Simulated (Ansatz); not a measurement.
**GaP (F-43m): the dielectric response against the k mesh**

Aim: how dense a k mesh do ε∞ and the zone-centre modes of GaP (F-43m) need?

Calculated with Ansatz 0.2.0; DFT LDA, scalar-relativistic, plane waves, PAW; PAW set soft_1.

### Step 1. Starting point

The structure is cubic, space group F-43m (No. 216). Conventional cell: a = 5.451 Å, b = 5.451 Å, c = 5.451 Å, α = 90.00°, β = 90.00°, γ = 90.00°. Nearest to P lie 4 Ga at 2.36 Å. Nearest to Ga lie 4 P at 2.36 Å. Farther neighbours, and contacts between anions beyond the nearest, are not listed.

### Step 2. Relaxation

Harmonic phonons are second derivatives at a point where the forces vanish, and they are wanted at zero stress, so atoms and cell are relaxed first.

input.yaml reads:

```yaml
crystal:
  lattice:
    - [0.0, 2.72525, 2.72525]
    - [2.72525, 0.0, 2.72525]
    - [2.72525, 2.72525, 0.0]
  atoms:
    - { symbol: P, position: [0.75, 0.75, 0.75] }
    - { symbol: Ga, position: [0.0, 0.0, 0.0] }
kpoints:
  mp_grid: { grid: [8, 8, 8] }
hamiltonian:
  xc: lda
  pseudopotentials: { kind: paw, azcp: { folder: soft_1 }, xc_functional: pbe }
scf:
  occupations: { method: gaussian, width: 0.02 }
output:
  forces: true
  stress: true
  eigenvalues: true
relax:
  adjacent_minimum: "off"
  f_tol: 0.005
  max_steps: 80
  cell: { stress_tol: 0.05 }
```

Command:

```bash
$ ansatz run input.yaml --threads 4 --pin off --max-ram 10240MiB --backend cpu --events-out ev --progress --plain --runs-dir out
```

The log of the run:

```text
Engine: ansatz 0.2.0, x86_64-unknown-linux-gnu
Pseudopotentials: kind: paw
Pseudopotential: P, paw, valence charge 5, recommended cutoff 420 eV (normal), soft_1/P.paw.azcp
Pseudopotential: Ga, paw, valence charge 13, recommended cutoff 420 eV (normal), soft_1/Ga.paw.azcp
Functional definition: SPW92
  exchange = slater_x
  correlation = pw_c
Crystal: 2 atoms, lattice volume = 40.481 Å³
Basis set: ecut = 420 eV, 749 PW (Γ)
Bands: 13, of which v1, the nominal top of the filled ones, is band 9 counted from 1 (8 counted from 0)
Symmetry: 24 space group operations
Space group: F-43m (ITA 216), of the structure as read, at distance tolerance 3.4e-5 Å
k-points: 29 of 512 (time reversal used)
Non-local potential: P, projectors of the file, l = 0: 2, l = 1: 2, l = 2: 1
Non-local potential: Ga, projectors of the file, l = 0: 2, l = 1: 2, l = 2: 3, l = 3: 1
PAW form: soft (Blöchl's): semilocal exchange-correlation on the pseudo side does not see the compensation charge
PAW frozen core: P, regenerated for the run's functional, and the local potential with it (the file was generated under x = pbe(κ = 0.804, μ = 0.219515), c = pbe(β = 0.066725))
PAW frozen core: Ga, regenerated for the run's functional, and the local potential with it (the file was generated under x = pbe(κ = 0.804, μ = 0.219515), c = pbe(β = 0.066725))
PAW one-centre angular grid: P, 110 points (default); XC on 64 Gauss nodes
PAW one-centre angular grid: Ga, 590 points (default); XC on 64 Gauss nodes
Initial density: superposition of atomic densities (chi_scale 0.1, normalization cell, long waves kept (reshape's long-wave potential 0.00 eV rms))
Initial wavefunctions: pseudopotential atomic-orbital guess
Functional: x = slater, c = lda
SCF iter   1: F=—  HF=-4433.942966 eV  |F-HF|=—  |Δ(HF+E_count)|=         —  Δρ=4.35e-2  dr2=6.37e-1  ethr=3.10e-3  ⟨swp⟩=6.3  Hψ=2616  notcnv=0
preconditioner: auto → none  [insulator: Δε(μ)=1.791 eV  Ē_g=15.372 eV  σ=0.020 eV  W_gap=1.00  n_scr=14 (ndim 8)  ℏωp=24.8 eV  f_vac=0.000  D(μ)=0.00/eV (n_scr^D=0)  ε∞_Penn≈3.6]
SCF iter   2: F=—  HF=-4433.776778 eV  |F-HF|=—  |Δ(HF+E_count)|=   1.66e-1  Δρ=1.99e-2  dr2=9.03e-2  ethr=3.10e-3  ⟨swp⟩=2.1  Hψ=747  notcnv=0
SCF iter   3: F=—  HF=-4433.763041 eV  |F-HF|=—  |Δ(HF+E_count)|=   1.37e-2  Δρ=5.15e-3  dr2=1.12e-2  ethr=5.02e-4  ⟨swp⟩=3.1  Hψ=754  notcnv=0
SCF iter   4: F=—  HF=-4433.758810 eV  |F-HF|=—  |Δ(HF+E_count)|=   4.23e-3  Δρ=2.18e-3  dr2=6.88e-4  ethr=6.22e-5  ⟨swp⟩=3.0  Hψ=846  notcnv=0
SCF iter   5: F=—  HF=-4433.758507 eV  |F-HF|=—  |Δ(HF+E_count)|=   3.04e-4  Δρ=5.05e-4  dr2=4.02e-5  ethr=3.82e-6  ⟨swp⟩=2.0  Hψ=720  notcnv=0
SCF iter   6: F=—  HF=-4433.758506 eV  |F-HF|=—  |Δ(HF+E_count)|=   4.29e-7  Δρ=2.83e-5  dr2=1.86e-7  ethr=2.23e-7  ⟨swp⟩=2.4  Hψ=483  notcnv=0
SCF iter   7: F=-4433.758506 eV  HF=-4433.758506 eV  |F-HF|=1.69e-9  |Δ(HF+E_count)|=   8.58e-8  Δρ=5.83e-6  dr2=6.75e-9  ethr=5.56e-10  ⟨swp⟩=6.4  Hψ=1978  notcnv=0
SCF 1 converged in 7 iterations: F = -4433.758506 eV  dr2 = 6.75e-9
  greatest PAW one-centre occupation: 0.994 electrons in one spin orbital (limit 2), on the Ga atom at site 1 (counted from 0), in its partial waves of l = 2
relax step   1: F+E_penalty+E_count = -4433.75850600 eV  Δ(F+E_penalty+E_count) = +0.000e0 eV  max|allowed force component| = 1.342e-16 eV/Å  Δτ_max = 0.0000 Å  P = -2.743 GPa  Ω = 40.481 Å³  (7 SCF iters, dr2 threshold 1.00e-7 eV, accepted)
Crystal: 2 atoms, lattice volume = 39.562 Å³
Initial density: handed on by an earlier stage of this run
Initial wavefunctions: those handed on with the density
iter 1 solved again at ethr=4.46e-6 eV; its pass at ethr=3.10e-3 eV (dr2=8.02e-4 eV) is discarded
SCF iter   1: F=—  HF=-4433.769372 eV  |F-HF|=—  |Δ(HF+E_count)|=         —  Δρ=1.26e-3  dr2=8.98e-4  ethr=4.46e-6  ⟨swp⟩=2.0  Hψ=2861  notcnv=0
preconditioner: auto → none  [insulator: Δε(μ)=1.470 eV  Ē_g=15.589 eV  σ=0.020 eV  W_gap=1.00  n_scr=14 (ndim 8)  ℏωp=25.0 eV  f_vac=0.002  D(μ)=0.00/eV (n_scr^D=0)  ε∞_Penn≈3.6]
SCF iter   2: F=—  HF=-4433.769085 eV  |F-HF|=—  |Δ(HF+E_count)|=   2.87e-4  Δρ=4.55e-4  dr2=8.34e-5  ethr=4.46e-6  ⟨swp⟩=2.0  Hψ=480  notcnv=0
SCF iter   3: F=—  HF=-4433.769068 eV  |F-HF|=—  |Δ(HF+E_count)|=   1.71e-5  Δρ=1.31e-4  dr2=6.36e-6  ethr=4.63e-7  ⟨swp⟩=2.5  Hψ=499  notcnv=0
SCF iter   4: F=—  HF=-4433.769067 eV  |F-HF|=—  |Δ(HF+E_count)|=   9.72e-7  Δρ=4.69e-5  dr2=4.50e-7  ethr=3.53e-8  ⟨swp⟩=2.0  Hψ=638  notcnv=0
SCF iter   5: F=-4433.769067 eV  HF=-4433.769067 eV  |F-HF|=1.07e-8  |Δ(HF+E_count)|=   1.73e-7  Δρ=1.41e-5  dr2=4.71e-8  ethr=1.11e-9  ⟨swp⟩=6.6  Hψ=1983  notcnv=0
SCF 2 converged in 5 iterations: F = -4433.769067 eV  dr2 = 4.71e-8
relax step   2: F+E_penalty+E_count = -4433.76906728 eV  Δ(F+E_penalty+E_count) = -1.056e-2 eV  max|allowed force component| = 3.007e-17 eV/Å  Δτ_max = 0.0000 Å  P = -0.860 GPa  Ω = 39.562 Å³  energy of the carried Pulay correction = +1.152e-4 eV  (5 SCF iters, dr2 threshold 2.00e-7 eV, accepted)
Crystal: 2 atoms, lattice volume = 39.156 Å³
iter 1 solved again at ethr=9.43e-7 eV; its pass at ethr=3.10e-3 eV (dr2=1.70e-4 eV) is discarded
SCF iter   1: F=—  HF=-4433.770216 eV  |F-HF|=—  |Δ(HF+E_count)|=         —  Δρ=5.77e-4  dr2=1.87e-4  ethr=9.43e-7  ⟨swp⟩=2.7  Hψ=2766  notcnv=0
preconditioner: auto → none  [insulator: Δε(μ)=1.438 eV  Ē_g=15.633 eV  σ=0.020 eV  W_gap=1.00  n_scr=14 (ndim 8)  ℏωp=25.2 eV  f_vac=0.002  D(μ)=0.00/eV (n_scr^D=0)  ε∞_Penn≈3.6]
SCF iter   2: F=—  HF=-4433.770157 eV  |F-HF|=—  |Δ(HF+E_count)|=   5.89e-5  Δρ=2.10e-4  dr2=1.74e-5  ethr=9.43e-7  ⟨swp⟩=2.0  Hψ=479  notcnv=0
SCF iter   3: F=—  HF=-4433.770154 eV  |F-HF|=—  |Δ(HF+E_count)|=   3.48e-6  Δρ=6.36e-5  dr2=1.51e-6  ethr=9.69e-8  ⟨swp⟩=2.2  Hψ=495  notcnv=0
SCF iter   4: F=-4433.770154 eV  HF=-4433.770154 eV  |F-HF|=1.87e-7  |Δ(HF+E_count)|=   2.53e-7  Δρ=2.49e-5  dr2=1.21e-7  ethr=1.11e-9  ⟨swp⟩=7.6  Hψ=2165  notcnv=0
SCF 3 converged in 4 iterations: F = -4433.770154 eV  dr2 = 1.21e-7
relax step   3: F+E_penalty+E_count = -4433.77015352 eV  Δ(F+E_penalty+E_count) = -1.086e-3 eV  max|allowed force component| = 5.493e-17 eV/Å  Δτ_max = 0.0000 Å  P = +0.052 GPa  Ω = 39.156 Å³  energy of the carried Pulay correction = +1.669e-4 eV  (4 SCF iters, dr2 threshold 2.00e-7 eV, accepted)
[...]
relax step   4: F+E_penalty+E_count = -4433.77015442 eV  Δ(F+E_penalty+E_count) = -8.994e-7 eV  max|allowed force component| = 3.123e-17 eV/Å  Δτ_max = 0.0000 Å  P = +0.000 GPa  Ω = 39.178 Å³  energy of the carried Pulay correction = +1.640e-4 eV  (4 SCF iters, dr2 threshold 6.84e-9 eV, accepted)
Initial wavefunctions: pseudopotential atomic-orbital guess (no wavefunctions were taken with the density)
iter 1 solved again at ethr=1.52e-6 eV; its pass at ethr=3.10e-3 eV (dr2=2.74e-4 eV) is discarded
SCF iter   1: F=—  HF=-4433.769988 eV  |F-HF|=—  |Δ(HF+E_count)|=         —  Δρ=3.15e-5  dr2=1.18e-7  ethr=1.52e-6  ⟨swp⟩=2.7  Hψ=3590  notcnv=0
eigensolver tolerance schedule: the retry pair's looser diagonalisation over-reported the residual by 2324.55 of it (diagonalisation noise at an unbounded share of the residual, at the tolerance the schedule requests for it); recorded, not acted on — ethr = c·dr2/N_el stays at c = 1.0e-1
SCF iter   2: F=—  HF=-4433.769989 eV  |F-HF|=—  |Δ(HF+E_count)|=   5.67e-7  Δρ=2.52e-5  dr2=1.04e-7  ethr=6.54e-10  ⟨swp⟩=3.6  Hψ=826  notcnv=0
SCF iter   3: F=—  HF=-4433.769989 eV  |F-HF|=—  |Δ(HF+E_count)|=   1.37e-8  Δρ=6.18e-6  dr2=1.94e-8  ethr=5.77e-10  ⟨swp⟩=2.0  Hψ=636  notcnv=0
SCF iter   4: F=—  HF=-4433.769989 eV  |F-HF|=—  |Δ(HF+E_count)|=   1.96e-8  Δρ=8.58e-7  dr2=1.01e-10  ethr=1.08e-10  ⟨swp⟩=2.0  Hψ=636  notcnv=0
SCF iter   5: F=-4433.769989 eV  HF=-4433.769989 eV  |F-HF|=9.09e-13  |Δ(HF+E_count)|=  2.73e-11  Δρ=1.79e-7  dr2=5.13e-12  ethr=1.00e-12  ⟨swp⟩=7.7  Hψ=2068  notcnv=0
SCF 5 converged in 5 iterations: F = -4433.769989 eV  dr2 = 5.13e-12
relax step   5: F+E_penalty+E_count = -4433.76998868 eV  Δ(F+E_penalty+E_count) = +1.657e-4 eV  max|allowed force component| = 5.493e-17 eV/Å  Δτ_max = 0.0000 Å  P = -0.001 GPa  Ω = 39.178 Å³  stress off target by 1.13e-3 GPa  SCF on the basis re-selected at this cell (its energy is not comparable with the rows above)  (5 SCF iters)
basis re-selected at this cell: Δ(F+E_penalty+E_count) = +1.657e-4 eV, ΔP = -0.002 GPa vs the last step (what re-selecting the basis moved, of the pressure what is left beyond the Pulay correction that the steps carried, after the strain that the cell walked since its last selection, with what the two solves' SCF thresholds leave and, on support functions, any second-order correction that the steps lacked; it is no m [...]
SCF converged after 5 iterations
Free energy (F): -4433.769989 eV
Harris-Foulkes:  -4433.769989 eV  (|F-HF|=9.09e-13)
Internal energy: -4433.769989 eV  (E = F + TS)
E sigma→0 (E₀):  -4433.769989 eV
Fermi energy:    7.961660 eV
--- Per-component energies (eV) ---
  E_band       = -58.601965
  E_kinetic    = 182.113093
  E_local      = -1658.795374  (includes V_loc(G=0)·N_el)
  E_nonlocal   = -57.270870
  E_hartree    = 1006.425477
  E_xc         = -135.942082
  E_vxc        = -118.581420  (∫ρ·V_xc dr)
  E_paw        = -2445.114668  (= ΣΔE_a)
  E_vpaw       = -418.918163  (= ΣTr[D̂ρ^β])
  E_aug_tail   = -0.000182  (compensation charges beyond the density's cutoff)
  E_ewald      = -1327.031217
  E_core_change = 1.845833  (= ΣΔE_core)
  E_smearing   = -0.000000  (= −TS)
  E_closure    = 0.000000  (closes the sum)
  Σ components = -4433.769989   (vs F -4433.769989, Δ=0.00e0)
--- Forces (eV/Å), atoms counted from 1 ---
  atom   1  P      0.00000000    -0.00000000    -0.00000000
  atom   2  Ga    -0.00000000    -0.00000000    -0.00000000
  max |Σ_I F_I| component: 1.33e-16 eV/Å
--- Stress (GPa, compression-positive) ---
       -0.001128       0.000000       0.000000
        0.000000      -0.001128       0.000000
        0.000000       0.000000      -0.001128
  P = ⅓ Tr σ = -0.0011 GPa (-0.011 kbar)
--- Band table (eV; the first three rows and the last of 29) ---
  k-point 0: bands = [... 5 lower, -5.5218, 7.2465, 7.2465, 7.2465, 9.1264, 11.0243, 11.0243, 11.0243]
  k-point 1: bands = [... 5 lower, -5.3106, 5.5643, 7.0000, 7.0000, 9.7031, 11.3918, 11.3918, 11.6614]
  k-point 2: bands = [... 5 lower, -4.7103, 3.2370, 6.5427, 6.5427, 9.3482, 11.9111, 11.9111, 13.5939]
  k-point 28: bands = [... 5 lower, -2.2607, 0.4620, 3.4688, 3.6118, 11.8454, 12.1517, 13.2438, 13.3036]
--- Relaxed structure (4 steps of the walk, 4 accepted, 1 SCFs on fresh bases) ---
  F+E_penalty+E_count = -4433.76998868 eV   max|allowed force component| = 5.493e-17 eV/Å   (the final SCF, on the basis selected at the relaxed cell)
  cell:  # Å, volume = 39.1785 Å³
    - [0, 2.695706, 2.695706]
    - [2.695706, 0, 2.695706]
    - [2.695706, 2.695706, 0]
  atoms:
    - { symbol: P, position: [0.750000, 0.750000, 0.750000] }
    - { symbol: Ga, position: [0, 0, 0] }
```

It took 2.3 s on 4 threads of AMD EPYC 7B13 (Zen 3), shared host; peak memory 0.38 GiB.

Reading the cycles: dr2 is the Hartree energy of the density residual (eV), the measure of convergence; HF is the Harris–Foulkes estimate of the energy, which meets the free energy F at convergence.

Relaxation path:

```csv
step,energy less that of the first step (eV),largest force component (eV/Å),pressure (GPa),volume (Å³)
1,0.0000,0.0000,-2.74,40.48
2,-0.0106,0.0000,-0.86,39.56
3,-0.0116,0.0000,0.05,39.16
4,-0.0116,0.0000,0.00,39.18
5*,-0.0115,0.0000,0.00,39.18
```

Relaxation steps marked * repeat the geometry before them on a plane-wave basis chosen anew for their cell, so energy and pressure can jump there.

The run keeps the 24 symmetry operations that the program found, so distortions that break them were not tested.

```csv
"conventional cell, symmetrised",before,after,change
a (Å),5.451,5.391,-1.1 %
b (Å),5.451,5.391,-1.1 %
c (Å),5.451,5.391,-1.1 %
volume (Å³/atom),20.24,19.59,-3.2 %
```

Final coordinates:

```cif
data_structure
_symmetry_space_group_name_H-M 'P 1'
_symmetry_Int_Tables_number 1
_cell_length_a 3.8123
_cell_length_b 3.8123
_cell_length_c 3.8123
_cell_angle_alpha 60.000
_cell_angle_beta 60.000
_cell_angle_gamma 60.000
_cell_volume 39.18
loop_
_atom_site_label
_atom_site_type_symbol
_atom_site_fract_x
_atom_site_fract_y
_atom_site_fract_z
_atom_site_occupancy
P1 P 0.75000 0.75000 0.75000 1
Ga2 Ga 0.00000 0.00000 0.00000 1
```

This step gave:

* pressure: -0.001128 GPa
* gap on the k-mesh: 1.430 eV
* volume per atom: 19.59 Å³

In this step the volume went from 20.24 to 19.59 Å³/atom.

### Step 3. Tight relaxation

Phonons need small forces and stress, so the relaxation is finished with tight tolerances on 8×8×8 k points.

input.yaml, the sections that differ from step 2:

```yaml
crystal:
  lattice:
    - [0.0, 2.6957057137, 2.6957057137]
    - [2.6957057137, 0.0, 2.6957057137]
    - [2.6957057137, 2.6957057137, 0.0]
  atoms:
    - { symbol: P, position: [0.75, 0.75, 0.75] }
    - { symbol: Ga, position: [0.0, 0.0, 0.0] }
scf:
  occupations: { method: fixed }
relax:
  adjacent_minimum: "off"
  f_tol: 0.001
  max_steps: 60
  cell: { stress_tol: 0.01 }
# kpoints, hamiltonian, output: as in step 2
```

The log of the run:

```text
[...]
Crystal: 2 atoms, lattice volume = 39.178 Å³
Basis set: ecut = 420 eV, 749 PW (Γ)
Bands: 13, of which v1, the nominal top of the filled ones, is band 9 counted from 1 (8 counted from 0)
Symmetry: 24 space group operations
[...]
k-points: 29 of 512 (time reversal used)
[...]
k-point 28: bands = [... 5 lower, -2.2607, 0.4620, 3.4688, 3.6118, 11.8454, 12.1517, 13.2438, 13.3036]
--- Relaxed structure (1 steps of the walk, 1 accepted, 1 SCFs on fresh bases) ---
[...]
cell:  # Å, volume = 39.1785 Å³
    - [0.0, 2.6957057137, 2.6957057137]
    - [2.6957057137, 0.0, 2.6957057137]
    - [2.6957057137, 2.6957057137, 0.0]
  atoms:
    - { symbol: P, position: [0.750000, 0.750000, 0.750000] }
    - { symbol: Ga, position: [0.0, 0.0, 0.0] }
[key lines of the parts left out:]
SCF converged after 6 iterations
Free energy (F): -4433.769989 eV
Fermi energy:    7.246466 eV
P = ⅓ Tr σ = -0.0011 GPa (-0.011 kbar)
```

Wall time 1 s (4 threads); peak memory 0.37 GiB.

Little changed from the start: no atom moved by 0.005 Å and no cell edge by 0.1 %.

Numbers from this step:

```yaml
pressure: -0.001124 GPa
```

The forces vanish by symmetry and the pressure is -0.001 GPa, within the tolerances set. The cell now holds 19.59 Å³/atom.

(Continued in part 2 of 2.)

[Long decimals in the printed logs are rounded to 6 places.]

[Logs are printed without paths, hosts, clocks, repeated set-up lines and the standing remarks that a program may print on its own settings, such as how far it seeks lower states.]

[Hosts, paths, dates, database ids (printed as entryN), source tags and the programs' standing remarks are cut or masked in the printed files.]
